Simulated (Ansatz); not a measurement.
**G0W0 on several functionals: SrHgGeSe4 (Ama2)**

Aim: G0W0 for SrHgGeSe4 (Ama2) on several starting functionals, at one mesh, band count and screening cutoff.

Method: G0W0 on several functionals, plane waves, PAW, in Ansatz 0.2.0.

## Step 1: The starting structure

It takes space group Ama2 (No. 40, orthorhombic). Conventional cell: a = 10.838 Å, b = 10.746 Å, c = 6.638 Å, α = 90.00°, β = 90.00°, γ = 90.00°. Nearest to Sr lie 8 Se at 3.15 to 3.28 Å. Nearest to Ge lie 4 Se at 2.35 to 2.42 Å. Hg has 4 Se at 2.57 to 2.83 Å nearest. Nearest to Se lie 1 Ge at 2.39 Å and 1 Hg at 2.74 Å and 2 Sr at 3.28 Å. Se has 1 Ge at 2.42 Å and 1 Hg at 2.57 Å and 2 Sr at 3.15 Å nearest. Nearest to Se lie 1 Ge at 2.35 Å and 1 Hg at 2.83 Å and 2 Sr at 3.18 Å. Farther neighbours and most contacts between anions are not listed.

Geometry: measured cell, ions relaxed with PBE. The runs that relaxed it are not among those shown. Spin-orbit coupling is left out unless a step names it.

## Step 2: G0W0 on PBE

Now the one-shot GW correction: screening in the RPA, then the self-energy of the levels asked for. This step takes PAW set soft_1 files.

This step: G0W0 on PBE, plane waves, PAW; PAW set soft_1.

Input file input.yaml:

```yaml
crystal:
  lattice:
    - [10.8375, 0.0, 0.0]
    - [0.0, 5.3728, 3.31885]
    - [0.0, -5.3728, 3.31885]
  atoms:
    - { symbol: Sr, position: [0.0, 0.2560433466, 0.2560433466] }
    - { symbol: Sr, position: [0.5, 0.2560433466, 0.2560433466] }
    - { symbol: Ge, position: [0.25, 0.9567885199, 0.5195787844] }
    - { symbol: Ge, position: [0.75, 0.5195787844, 0.9567885199] }
    - { symbol: Hg, position: [0.25, 0.5280692319, 0.8556187453] }
    - { symbol: Hg, position: [0.75, 0.8556187453, 0.5280692319] }
    - { symbol: Se, position: [0.0730524407, 0.1828143308, 0.7237791204] }
    - { symbol: Se, position: [0.9269475593, 0.7237791204, 0.1828143308] }
    - { symbol: Se, position: [0.4269475593, 0.1828143308, 0.7237791204] }
    - { symbol: Se, position: [0.5730524407, 0.7237791204, 0.1828143308] }
    - { symbol: Se, position: [0.25, 0.9728837483, 0.1441951116] }
    - { symbol: Se, position: [0.75, 0.1441951116, 0.9728837483] }
    - { symbol: Se, position: [0.25, 0.5501429265, 0.4178893364] }
    - { symbol: Se, position: [0.75, 0.4178893364, 0.5501429265] }
kpoints:
  mp_grid: { grid: [2, 2, 2] }
hamiltonian:
  xc: pbe
  pseudopotentials: { kind: paw, azcp: { folder: soft_1 } }
scf:
  occupations: { method: fixed }
gw:
  n_empty_bands: 407
  ecut_chi: 60
  qp_bands: [v4, c4]
  qp_kpoints: band_edges
  screening: { model: contour_deformation }
```

Command:

```sh
ansatz run input.yaml --threads 2 --pin off --max-ram 92160MiB --backend cuda --events-out ev --progress --plain --runs-dir out --devices 1 --max-vram 13GiB
```

Numbers of over 12 decimals in the logs are rounded to 6 here.

Output:

```text
GPUs: using 1 of 1 available (devices: 1).
Engine: ansatz 0.2.0, x86_64-unknown-linux-gnu
Pseudopotentials: kind: paw
Pseudopotential: Sr, paw, valence charge 10, recommended cutoff 420 eV (normal), soft_1/Sr.paw.azcp
Pseudopotential: Ge, paw, valence charge 14, recommended cutoff 420 eV (normal), soft_1/Ge.paw.azcp
Pseudopotential: Hg, paw, valence charge 20, recommended cutoff 420 eV (normal), soft_1/Hg.paw.azcp
Pseudopotential: Se, paw, valence charge 16, recommended cutoff 420 eV (normal), soft_1/Se.paw.azcp
Functional definition: PBE
  parameter kappa = 0.804
  parameter beta = 0.066725
  exchange = pbe_x(kappa = kappa, mu = beta*pi^2/3)
  correlation = pbe_c(beta = beta)
device memory: the entry about to start is reckoned to put 3.9 GiB on a device that reports 56.4 GiB free (of which the cap on the GPU budget leaves the run 13.0 GiB)
GPU FFT provider: cuFFT
GPU libraries: cuBLAS 13.8.2, cuFFT 12.4.0, cuSOLVER 12.3.4
Crystal: 14 atoms, lattice volume = 386.498 Å³
Basis set: ecut = 420 eV, 7535 PW (Γ)
Bands: 130, of which v1, the nominal top of the filled ones, is band 108 counted from 1 (107 counted from 0)
Symmetry: 4 space group operations
Space group: Ama2 (ITA 40), of the structure as read, at distance tolerance 7.3e-5 Å
k-points: 6 of 8
Non-local potential: Sr, projectors of the file, l = 0: 3, l = 1: 2, l = 2: 2
Non-local potential: Ge, projectors of the file, l = 0: 2, l = 1: 2, l = 2: 3, l = 3: 1
Non-local potential: Hg, projectors of the file, l = 0: 3, l = 1: 2, l = 2: 2, l = 3: 1
Non-local potential: Se, projectors of the file, l = 0: 2, l = 1: 2, l = 2: 3, l = 3: 1
PAW form: soft (Blöchl's): semilocal exchange-correlation on the pseudo side does not see the compensation charge
PAW one-centre angular grid: Sr, 110 points (default); XC on 64 Gauss nodes
PAW one-centre angular grid: Ge, 590 points (default); XC on 64 Gauss nodes
PAW one-centre angular grid: Hg, 590 points (default); XC on 64 Gauss nodes
PAW one-centre angular grid: Se, 590 points (default); XC on 64 Gauss nodes
Initial density: superposition of atomic densities (chi_scale 0.1, normalization cell, long waves kept (reshape's long-wave potential 0.01 eV rms))
Initial wavefunctions: pseudopotential atomic-orbital guess
GPU buffer pool allocated for 151875 grid points (all kernels)
GPU transforms: local potential and band sums: pruned to the plane-wave sphere, on 75×45×45
Functional: x = pbe(κ = 0.804, μ = 0.219515), c = pbe(β = 0.066725)
SCF iter   1: F=—  HF=-87077.200748 eV  |F-HF|=—  |Δ(HF+E_count)|=         —  Δρ=4.05e-2  dr2=1.16e1  ethr=3.10e-3  ⟨swp⟩=6.5  Hψ=2537  notcnv=0  defer=112
preconditioner: auto → Resta (q_TF=auto, 2.476 Å⁻¹)  ε∞=4.6  [insulator: Δε(μ)=0.895 eV  Ē_g=9.103 eV  n_scr=98 (ndim 8)  ℏωp=17.3 eV  f_vac=0.062  ε∞_Penn≈4.6]
SCF iter   2: F=—  HF=-87074.171469 eV  |F-HF|=—  |Δ(HF+E_count)|=    3.03e0  Δρ=2.07e-2  dr2=2.94e0  ethr=3.10e-3  ⟨swp⟩=3.0  Hψ=1075  notcnv=0  defer=112
SCF iter   3: F=—  HF=-87073.155736 eV  |F-HF|=—  |Δ(HF+E_count)|=    1.02e0  Δρ=5.06e-3  dr2=1.67e-1  ethr=1.36e-3  ⟨swp⟩=3.3  Hψ=1089  notcnv=0  defer=117
SCF iter   4: F=—  HF=-87073.103307 eV  |F-HF|=—  |Δ(HF+E_count)|=   5.24e-2  Δρ=2.27e-3  dr2=3.19e-2  ethr=7.72e-5  ⟨swp⟩=2.8  Hψ=1530  notcnv=0  defer=120
SCF iter   5: F=—  HF=-87073.102816 eV  |F-HF|=—  |Δ(HF+E_count)|=   4.91e-4  Δρ=7.59e-4  dr2=3.35e-3  ethr=1.48e-5  ⟨swp⟩=3.0  Hψ=1304  notcnv=0  defer=120
SCF iter   6: F=—  HF=-87073.105308 eV  |F-HF|=—  |Δ(HF+E_count)|=   2.49e-3  Δρ=3.02e-4  dr2=6.62e-4  ethr=1.55e-6  ⟨swp⟩=2.0  Hψ=1040  notcnv=0  defer=120
SCF iter   7: F=—  HF=-87073.105844 eV  |F-HF|=—  |Δ(HF+E_count)|=   5.36e-4  Δρ=1.41e-4  dr2=1.73e-4  ethr=3.06e-7  ⟨swp⟩=2.0  Hψ=1232  notcnv=0  defer=120
SCF iter   8: F=—  HF=-87073.106125 eV  |F-HF|=—  |Δ(HF+E_count)|=   2.81e-4  Δρ=6.07e-5  dr2=3.19e-5  ethr=7.99e-8  ⟨swp⟩=2.0  Hψ=1030  notcnv=0  defer=114
SCF iter   9: F=—  HF=-87073.106200 eV  |F-HF|=—  |Δ(HF+E_count)|=   7.47e-5  Δρ=2.60e-5  dr2=4.71e-6  ethr=1.47e-8  ⟨swp⟩=2.3  Hψ=1364  notcnv=0  defer=103
SCF iter  10: F=—  HF=-87073.106208 eV  |F-HF|=—  |Δ(HF+E_count)|=   7.91e-6  Δρ=7.44e-6  dr2=3.01e-7  ethr=2.18e-9  ⟨swp⟩=2.3  Hψ=1318  notcnv=0  defer=103
SCF iter  11: F=-87073.106208 eV  HF=-87073.106208 eV  |F-HF|=4.97e-8  |Δ(HF+E_count)|=   5.63e-7  Δρ=2.84e-6  dr2=5.65e-8  ethr=4.63e-11  ⟨swp⟩=13.7  Hψ=4057  notcnv=0
SCF 1 converged in 11 iterations: F = -87073.106208 eV  dr2 = 5.65e-8
  greatest PAW one-centre occupation: 1.000 electrons in one spin orbital (limit 2), on the Hg atom at site 5 (counted from 0), in its partial waves of l = 0
device memory: the entry about to start is reckoned to put 4.5 GiB (of the 4.7 GiB reckoned in all, the device holds 0.1 GiB already) on a device that reports 54.4 GiB free (of which the cap on the GPU budget leaves the run 12.9 GiB)
NSCF: frozen V_eff on 6 k-points
the band table was solved once the SCF had ended and its energy, with any forces and stress, was formed, with the checks that follow a solve (3035 applications of the Hamiltonian). They found nothing against the state; the energy, forces and stress were not computed again (output.eigenvalues in the input reference)
device memory: the entry about to start is reckoned to put 4.2 GiB on a device that reports 54.6 GiB free (of which the cap on the GPU budget leaves the run 13.0 GiB)
NSCF: frozen V_eff on 6 k-points
G₀W₀ screening: q 1/6
[... further progress lines ...]
device memory: the entry about to start is reckoned to put 1.5 GiB on a device that reports 53.1 GiB free (of which the cap on the GPU budget leaves the run 13.0 GiB)
NSCF: frozen V_eff on 1 k-points
device memory: the entry about to start is reckoned to put 1.5 GiB on a device that reports 53.1 GiB free (of which the cap on the GPU budget leaves the run 13.0 GiB)
NSCF: frozen V_eff on 1 k-points
SCF converged after 11 iterations
Free energy (F): -87073.106208 eV
Harris-Foulkes:  -87073.106208 eV  (|F-HF|=4.97e-8)
Internal energy: -87073.106208 eV  (E = F + TS)
E sigma→0 (E₀):  -87073.106208 eV
Fermi energy:    7.327226 eV
--- Per-component energies (eV) ---
  E_band       = -4664.202243
  E_kinetic    = 2688.244571
  E_local      = -36330.921456  (includes V_loc(G=0)·N_el)
  E_nonlocal   = -1765.493586
  E_hartree    = 17748.281841
  E_xc         = -1596.838328
  E_vxc        = -1665.429889  (∫ρ·V_xc dr)
  E_paw        = -46364.562415  (= ΣΔE_a)
  E_vpaw       = -3087.168214  (= ΣTr[D̂ρ^β])
  E_aug_tail   = -0.001997  (compensation charges beyond the density's cutoff)
  E_ewald      = -21451.814837
  E_smearing   = -0.000000  (= −TS)
  E_closure    = -0.000000  (closes the sum)
  Σ components = -87073.106208   (vs F -87073.106208, Δ=0.00e0)
--- Band table (eV; the first three rows and the last of 6) ---
  k-point 0: bands = [... 104 lower, 6.7880, 6.8119, 6.8815, 6.9276, 8.7138, 9.2301, 9.6663, 10.1852, ... 18 higher]
  k-point 1: bands = [... 104 lower, 6.3749, 6.6398, 6.6781, 6.7549, 8.6975, 9.3297, 9.4456, 10.0309, ... 18 higher]
  k-point 2: bands = [... 104 lower, 6.8373, 6.8876, 7.1171, 7.3272, 8.4482, 9.4679, 9.9074, 10.0456, ... 18 higher]
  k-point 5: bands = [... 104 lower, 6.5325, 6.5325, 7.1821, 7.1821, 9.0400, 9.0400, 10.0635, 10.0635, ... 18 higher]
--- G₀W₀: contour deformation, 7 samples at zero and on the imaginary axis and 1 off it, 8 q-points, 407 empty bands' worth ---
  eigenvalues of the whole cell's RPA ε∞ on this k-mesh (on a slab, of 1 + 4πα/V) = 6.6961, 7.5947, 10.5169; static W/v taken at q = 0 is 0.110285
  bands read: the sum over 515 bands ends inside a degenerate multiplet in 2 slots, whose members it reads at an even weight; the widest, k=3: bands 515 to 516 (counted from 1) at 1/2 each
  gw.qp_kpoints: band_edges: 6 of 6 stored k-points solved, in 1 pass; an edge of the gap read off the rows below is read off those points alone
    ik  band        ε_KS         Σx   Σc(E_QP)       V_xc       Z   E_QP_lin       E_QP  E_QP is
     0   105      6.7880   -17.9458     2.2778   -15.3622  0.7430     6.4798     6.4822  root
     0   106      6.8119   -17.8867     2.1346   -15.4628  0.7413     6.5205     6.5227  root
     0   107      6.8815   -17.9964     2.1313   -15.6095  0.7455     6.6243     6.6258  root
     0   108      6.9276   -18.1989     2.1596   -15.7408  0.7492     6.6272     6.6292  root
     0   109      8.7138   -10.9576    -3.1410   -14.6569  0.7736     9.2777     9.2721  root
     0   110      9.2301   -10.8650    -3.2249   -14.7346  0.7616     9.8846     9.8746  root
     0   111      9.6663   -11.4776    -3.4275   -15.5435  0.7562    10.3148    10.3048  root
     0   112     10.1852   -11.2708    -3.6552   -15.6216  0.7359    10.9010    10.8809  root
     1   105      6.3749   -17.4534     2.4536   -14.6425  0.7303     6.0135     6.0177  root
     1   106      6.6398   -17.8449     2.2977   -15.2174  0.7386     6.3071     6.3101  root
     1   107      6.6781   -18.6743     2.2682   -16.1394  0.7370     6.4091     6.4114  root
     1   108      6.7549   -17.8410     2.3040   -15.2072  0.7396     6.4222     6.4251  root
     1   109      8.6975   -10.7447    -3.1544   -14.4347  0.7690     9.2387     9.2331  root
     1   110      9.3297   -10.7323    -3.2891   -14.6083  0.7611     9.9251     9.9166  root
     1   111      9.4456   -11.0690    -3.3762   -15.1082  0.7546    10.1206    10.1085  root
     1   112     10.0309   -10.0216    -3.6239   -14.2215  0.7549    10.6163    10.6069  root
     2   105      6.8373   -17.9460     2.2486   -15.3745  0.7479     6.5120     6.5145  root
     2   106      6.8876   -18.1270     2.2070   -15.6430  0.7373     6.6080     6.6105  root
     2   107      7.1171   -18.0310     2.1151   -15.6493  0.7450     6.8489     6.8505  root
     2   108      7.3272   -18.8622     2.2015   -16.4212  0.7442     7.0863     7.0877  root
     2   109      8.4482   -10.1597    -3.0301   -13.7094  0.7703     8.9725     8.9678  root
     2   110      9.4679   -11.1282    -3.2975   -15.0489  0.7484    10.1002    10.0911  root
     2   111      9.9074   -10.7948    -3.5236   -14.9555  0.7610    10.5571    10.5444  root
     2   112     10.0456    -9.5502    -3.6292   -13.7357  0.7668    10.6098    10.6018  root
[...]
5   105      6.5325   -17.7826     2.3619   -15.0661  0.7378     6.1740     6.1779  root
     5   106      6.5325   -17.7826     2.3619   -15.0661  0.7378     6.1740     6.1779  root
     5   107      7.1821   -18.6169     2.1952   -16.1680  0.7424     6.9269     6.9285  root
     5   108      7.1821   -18.6169     2.1952   -16.1680  0.7424     6.9269     6.9285  root
     5   109      9.0400   -10.7787    -3.1651   -14.5211  0.7600     9.6254     9.6172  root
     5   110      9.0400   -10.7787    -3.1651   -14.5211  0.7600     9.6254     9.6172  root
     5   111     10.0635   -10.4477    -3.5427   -14.5975  0.7597    10.6817    10.6706  root
     5   112     10.0635   -10.4477    -3.5427   -14.5975  0.7597    10.6817    10.6706  root
```

Wall time 22 s (1 × NVIDIA H100 80GB HBM3 (shared by 6 runs) with 2 threads of AMD EPYC 7R13 (Zen 3), shared host); peak memory 1.9 GiB.

Numbers from this step:

| Property | Result |
| --- | --- |
| bands summed | 515 |
| RPA ε∞ on this mesh (eigenvalues) | 6.696, 7.595, 10.52 |
| plane waves in the screening matrix | 391 |
| q-points in the mesh | 8 |
| G0W0 gap on the mesh | 1.880 eV |
| k of the valence top | 0, -0.5, -0.5 |
| k of the conduction bottom | 0, -0.5, -0.5 |
| starting gap on the mesh | 1.121 eV |
| Z at the valence top | 0.7442 |
| Z at the conduction bottom | 0.7703 |
| least direct G0W0 gap on the computed points | 1.880 eV |

The gap on the mesh goes from 1.12 eV to 1.88 eV, a correction of +0.76 eV. Between the two edge states, bare exchange in place of the xc potential would open the gap by 5.99 eV, and correlation takes back 5.23 eV.

(Continued in part 2 of 2.)

[Paths, hosts, dates, memory and timing lines, banners, echoed tables and standing remarks are left out of the program output.]

[Logs are printed without paths, hosts, clocks, repeated set-up lines and the standing remarks that a program may print on its own settings, such as how far it seeks lower states.]

[Runs of the session that timed out or met a known fault of the program may be left out.]

[Cells called generated may have been cut or substituted from an entry of the Crystallography Open Database or the Materials Project.]

[Hosts, paths, dates, database ids (printed as entryN), source tags and the programs' standing remarks are cut or masked in the printed files.]
